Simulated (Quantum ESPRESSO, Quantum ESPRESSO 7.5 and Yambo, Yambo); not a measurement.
# A GW chain in Yambo: NH4Br (P-43m)

Aim: the G0W0 gap of NH4Br (P-43m) on PBEsol with spin-orbit coupling, step by step.

Calculated with Quantum ESPRESSO 7.5 and Yambo 5.3.0; PBEsol and many-body steps on it, plane waves.

This is a report of a sequence of runs, with most program output left out.

### 1. Set-up

It takes space group P-43m (No. 215, cubic). Conventional cell: a = 4.000 Å, b = 4.000 Å, c = 4.000 Å, α = 90.00°, β = 90.00°, γ = 90.00°. Nearest to H lie 1 N at 1.03 Å. Nearest to Br lie 4 H at 2.44 Å. N has 4 H at 1.03 Å nearest. Farther neighbours and most contacts between anions are not listed.

Coordinates:

```cif
data_structure
_symmetry_space_group_name_H-M 'P-43m'
_symmetry_Int_Tables_number 215
_cell_length_a 4.0000
_cell_length_b 4.0000
_cell_length_c 4.0000
_cell_angle_alpha 90.000
_cell_angle_beta 90.000
_cell_angle_gamma 90.000
_cell_volume 64.00
loop_
_atom_site_label
_atom_site_type_symbol
_atom_site_symmetry_multiplicity
_atom_site_Wyckoff_symbol
_atom_site_fract_x
_atom_site_fract_y
_atom_site_fract_z
_atom_site_occupancy
H1 H 4 e 0.14800 0.14800 0.14800 1
Br1 Br 1 b 0.50000 0.50000 0.50000 1
N1 N 1 a 0.00000 0.00000 0.00000 1
```

The cell and positions come from the Crystallography Open Database and are kept as given unless a step says otherwise.

### 2. Ground state

This step: Quantum ESPRESSO 7.5; DFT, PBEsol with spin-orbit coupling, plane waves, norm-conserving pseudopotentials.

The ground-state density comes first.

pw.in

```
&control
  calculation = 'scf'
  prefix = 'x'
  outdir = 'o'
  pseudo_dir = 'pseudo'
/
&system
  ibrav = 0
  nat = 6
  ntyp = 3
  ecutwfc = 72.0
  nbnd = 30
  force_symmorphic = .true.
  noncolin = .true.
  lspinorb = .true.
/
&electrons
  conv_thr = 1e-10
  electron_maxstep = 80
  mixing_beta = 0.5
/
ATOMIC_SPECIES
  H 1.008 H.upf
  Br 79.904 Br.upf
  N 14.007 N.upf
CELL_PARAMETERS angstrom
  4.0000000000 0.0000000000 0.0000000000
  0.0000000000 4.0000000000 0.0000000000
  0.0000000000 0.0000000000 4.0000000000
ATOMIC_POSITIONS crystal
  H 0.1480000000 0.1480000000 0.1480000000
  H 0.1480000000 0.8520000000 0.8520000000
  H 0.8520000000 0.8520000000 0.1480000000
  H 0.8520000000 0.1480000000 0.8520000000
  Br 0.5000000000 0.5000000000 0.5000000000
  N 0.0000000000 0.0000000000 0.0000000000
K_POINTS automatic
  6 6 6 0 0 0
```

Started as:

```bash
$ OMP_NUM_THREADS=1 mpirun -n 4 pw.x -nk 4 -in pw.in > pw.out
```

Run time: 19 s. Hardware: 4 MPI ranks of Arm Neoverse V2, shared host; peak memory 0.52 GiB.

Numbers from this step:

```
total energy               : -775.0349 eV
gap                        : 4.024 eV
k of the valence top       : 0, 0, 0
k of the conduction bottom : 0, 0, 0
least direct gap           : 4.024 eV
```

The gap is direct, at Γ.

### 3. Bands along the symmetry lines

The cheap functional maps the bands first; the places of the edges decide which points the dearer methods must see.

pw.in

```
&control
  calculation = 'bands'
  prefix = 'x'
  outdir = 'o'
  pseudo_dir = 'pseudo'
/
&system
  ibrav = 0
  nat = 6
  ntyp = 3
  ecutwfc = 72.0
  nbnd = 28
  force_symmorphic = .true.
  noncolin = .true.
  lspinorb = .true.
/
&electrons
  conv_thr = 1e-9
  electron_maxstep = 80
  diago_full_acc = .true.
  diago_thr_init = 5e-6
/
ATOMIC_SPECIES
  H 1.008 H.upf
  Br 79.904 Br.upf
  N 14.007 N.upf
CELL_PARAMETERS angstrom
  4.0000000000 0.0000000000 0.0000000000
  0.0000000000 4.0000000000 0.0000000000
  0.0000000000 0.0000000000 4.0000000000
ATOMIC_POSITIONS crystal
  H 0.1480000000 0.1480000000 0.1480000000
  H 0.1480000000 0.8520000000 0.8520000000
  H 0.8520000000 0.8520000000 0.1480000000
  H 0.8520000000 0.1480000000 0.8520000000
  Br 0.5000000000 0.5000000000 0.5000000000
  N 0.0000000000 0.0000000000 0.0000000000
K_POINTS crystal
  50
  0.00000000 0.00000000 0.00000000 1
  0.00000000 0.06250000 0.00000000 1
  0.00000000 0.12500000 0.00000000 1
  0.00000000 0.18750000 0.00000000 1
  0.00000000 0.25000000 0.00000000 1
  0.00000000 0.31250000 0.00000000 1
  0.00000000 0.37500000 0.00000000 1
  0.00000000 0.43750000 0.00000000 1
  0.00000000 0.50000000 0.00000000 1
  0.06250000 0.50000000 0.00000000 1
  0.12500000 0.50000000 0.00000000 1
  0.18750000 0.50000000 0.00000000 1
  0.25000000 0.50000000 0.00000000 1
  0.31250000 0.50000000 0.00000000 1
  0.37500000 0.50000000 0.00000000 1
  0.43750000 0.50000000 0.00000000 1
  0.50000000 0.50000000 0.00000000 1
  0.43750000 0.43750000 0.00000000 1
  0.37500000 0.37500000 0.00000000 1
  0.31250000 0.31250000 0.00000000 1
  0.25000000 0.25000000 0.00000000 1
  0.18750000 0.18750000 0.00000000 1
  0.12500000 0.12500000 0.00000000 1
  0.06250000 0.06250000 0.00000000 1
  0.00000000 0.00000000 0.00000000 1
  0.06250000 0.06250000 0.06250000 1
  0.12500000 0.12500000 0.12500000 1
  0.18750000 0.18750000 0.18750000 1
  0.25000000 0.25000000 0.25000000 1
  0.31250000 0.31250000 0.31250000 1
  0.37500000 0.37500000 0.37500000 1
  0.43750000 0.43750000 0.43750000 1
  0.50000000 0.50000000 0.50000000 1
  0.43750000 0.50000000 0.43750000 1
  0.37500000 0.50000000 0.37500000 1
  0.31250000 0.50000000 0.31250000 1
  0.25000000 0.50000000 0.25000000 1
  0.18750000 0.50000000 0.18750000 1
  0.12500000 0.50000000 0.12500000 1
  0.06250000 0.50000000 0.06250000 1
  0.00000000 0.50000000 0.00000000 1
  0.50000000 0.50000000 0.50000000 1
  0.50000000 0.50000000 0.43750000 1
  0.50000000 0.50000000 0.37500000 1
  0.50000000 0.50000000 0.31250000 1
  0.50000000 0.50000000 0.25000000 1
  0.50000000 0.50000000 0.18750000 1
  0.50000000 0.50000000 0.12500000 1
  0.50000000 0.50000000 0.06250000 1
  0.50000000 0.50000000 0.00000000 1
```

Run time: 15 s. Hardware: 4 MPI ranks; peak memory 0.34 GiB; 61 s of CPU time.

This step gave:

```
gap                        : 4.024 eV
k of the valence top       : 0, 0, 0
k of the conduction bottom : 0, 0, 0
least direct gap           : 4.024 eV
```

The gap is 4.024 eV, as in the run before at this level.

Electronic bands along the path, in eV, zero at the top of the highest filled band; v1 is the highest filled band, c1 the lowest empty one:

```tsv
point	v4	v3	v2	v1	c1	c2	c3	c4
Γ	0.00	0.00	0.00	0.00	4.02	4.02	6.72	6.72
halfway	-0.35	-0.35	-0.06	-0.06	5.29	5.29	7.29	7.29
X	-0.43	-0.43	-0.13	-0.13	6.84	6.84	8.05	8.05
halfway	-0.79	-0.77	-0.15	-0.12	6.55	6.57	6.74	6.74
M	-1.02	-1.02	-0.04	-0.04	5.49	5.49	6.40	6.40
halfway	-0.74	-0.72	-0.17	-0.14	5.85	5.86	7.51	7.52
Γ	0.00	0.00	0.00	0.00	4.02	4.02	6.72	6.72
halfway	-0.81	-0.81	-0.72	-0.72	6.69	6.69	7.93	7.93
R	-1.42	-1.42	-1.42	-1.42	7.67	7.67	7.68	7.68
halfway	-1.00	-0.98	-0.63	-0.60	6.52	6.53	7.55	7.56
X	-0.43	-0.43	-0.13	-0.13	6.84	6.84	8.05	8.05
jump to R	-1.42	-1.42	-1.42	-1.42	7.67	7.67	7.68	7.68
halfway	-1.22	-1.22	-0.85	-0.85	6.35	6.35	7.76	7.76
M	-1.02	-1.02	-0.04	-0.04	5.49	5.49	6.40	6.40
```

### 4. Empty states on the mesh, 4×4×4 mesh, 170 bands

The sums over transitions need many empty states on a uniform mesh; this step solves for them.

pw.in

```
&control
  calculation = 'nscf'
  prefix = 'x'
  outdir = 'o'
  pseudo_dir = 'pseudo'
/
&system
  ibrav = 0
  nat = 6
  ntyp = 3
  ecutwfc = 72.0
  nbnd = 170
  force_symmorphic = .true.
  noncolin = .true.
  lspinorb = .true.
/
&electrons
  conv_thr = 1e-9
  electron_maxstep = 80
  diago_full_acc = .true.
  diago_thr_init = 5e-6
/
ATOMIC_SPECIES
  H 1.008 H.upf
  Br 79.904 Br.upf
  N 14.007 N.upf
CELL_PARAMETERS angstrom
  4.0000000000 0.0000000000 0.0000000000
  0.0000000000 4.0000000000 0.0000000000
  0.0000000000 0.0000000000 4.0000000000
ATOMIC_POSITIONS crystal
  H 0.1480000000 0.1480000000 0.1480000000
  H 0.1480000000 0.8520000000 0.8520000000
  H 0.8520000000 0.8520000000 0.1480000000
  H 0.8520000000 0.1480000000 0.8520000000
  Br 0.5000000000 0.5000000000 0.5000000000
  N 0.0000000000 0.0000000000 0.0000000000
K_POINTS automatic
  4 4 4 0 0 0
```

The job ended after 40 s (4 MPI ranks; peak memory 0.74 GiB; 2.7 min of CPU time).

Numbers from this step:

| Property | Result |
| --- | --- |
| gap | 4.024 eV |
| k of the valence top | 0, 0, 0 |
| k of the conduction bottom | 0, 0, 0 |
| least direct gap | 4.024 eV |
| k points computed | 10 |
| lowest point of the top converged band, above the valence top | 59.0838 eV |

On this mesh the gap is 4.024 eV.

### 5. Conversion and set-up

This step: Yambo 5.3.0; conversion and set-up on PBEsol with spin-orbit coupling, plane waves, norm-conserving pseudopotentials.

The states are converted to the many-body program's format and the q mesh is built.

Started as:

```bash
$ (cd o/x.save; p2y > p2y.log; mv SAVE ../..); yambo > setup.log
```

It took 2.7 s on 1 MPI rank; peak memory 0.25 GiB.

### 6. Screening and self-energy, 4×4×4 mesh, 170 bands, screening to 115.6 eV

G0W0 replaces the xc potential by the self-energy, built once from these orbitals. Only a window of levels is corrected, while the sums run over the empty bands that the input names.

This step: G0W0 on PBEsol with spin-orbit coupling, plane waves, norm-conserving pseudopotentials.

gw4.in

```
HF_and_locXC
gw0
dyson
ppa
em1d
rim_cut
RandQpts= 1000000
RandGvec= 1 RL
EXXRLvcs= 72 Ry
VXCRLvcs= 288 Ry
Chimod= "HARTREE"
% BndsRnXp
 1 | 170 |
%
NGsBlkXp= 8.5 Ry
% LongDrXp
 1 | 1 | 1 |
%
% GbndRnge
 1 | 170 |
%
DysSolver= "n"
ExtendOut
PPAPntXp= 27.21138 eV
% QPkrange
 1 | 1 | 13 | 20 |
%
```

Started as:

```bash
$ OMP_NUM_THREADS=1 mpirun -n 4 yambo -F gw4.in -J gw4 -C gw4 > gw4.log
```

Wall time 2.4 min (4 MPI ranks); peak memory 2.6 GiB.

This step gave:

```
G0W0 gap on the points computed              : 6.345 eV
starting gap on the mesh                     : 4.024 eV
k of the valence top                         : 0, 0, 0
k of the conduction bottom                   : 0, 0, 0
least direct G0W0 gap on the computed points : 6.345 eV
Z at the valence top                         : 0.8201
Z at the conduction bottom                   : 0.8539
```

The gap on the mesh goes from 4.02 eV to 6.35 eV, a correction of +2.32 eV.

Limits: finite bands, cutoff and mesh; coarse k mesh. v1 is the top filled band, c1 the lowest empty one. Levels before and after the correction, in eV, zero at the valence-band top of each column:

```tsv
	conduction bottom	valence top
Kohn-Sham	4.02	0.00
G0W0	6.35	0.00
```

```tsv
	level	energy (eV)
Kohn-Sham	Γ v4-v1	0.000
Kohn-Sham	Γ c1-c2	4.024
Kohn-Sham	Γ c3-c4	6.723
G0W0	Γ v4-v1	0.000
G0W0	Γ c1-c2	6.345
G0W0	Γ c3-c4	8.923
```

### 7. Where the time went

Times are wall times on the hardware named with each run, good to a factor of about two.

```tsv
step	time	share	memory (GiB)
ground state	19 s	9 %	0.52
bands along the symmetry lines	15 s	7 %	0.34
empty states on the mesh	40 s	18 %	0.74
conversion and set-up	2.7 s	1 %	0.25
screening and self-energy	2.4 min	65 %	2.6
```

### 8. What came out

| Quantity | Value |
| --- | --- |
| PBEsol gap | 4.02 eV, direct |
| G0W0 gap on the mesh | 6.35 eV |
| GW settings | 4×4×4 mesh, 170 bands, screening to 115.6 eV, Godby-Needs plasmon pole |
| known limits | not at the basis limit; coarse k mesh |

What this shows: G0W0 moves the gap on the mesh from 4.02 eV to 6.35 eV (+2.32 eV), with Z of 0.82 and 0.85 at the edges. Only 1 of the mesh's irreducible points was corrected, so a valley elsewhere could overtake. The dearest step here is «screening and self-energy». Bands and cutoff are finite, so the gap is not at the basis limit. The miss can reach some tenths of an eV and take either sign; the mesh is an error of its own. In the G0W0 run levels were corrected at 1 k point alone, so a gap called «on the mesh» is the least over those, and an edge elsewhere would be missed. The 4×4×4 mesh is coarse for this cell, which bears on the long-range parts of exchange and screening.

[Paths, hosts, dates, memory and timing lines, banners, echoed tables and standing remarks are left out of the program output.]

[Logs are printed without paths, hosts, clocks, repeated set-up lines and the standing remarks that a program may print on its own settings, such as how far it seeks lower states.]

[Runs of the session that timed out or met a known fault of the program may be left out.]

[Hosts, paths, dates, database ids (printed as entryN), source tags and the programs' standing remarks are cut or masked in the printed files.]
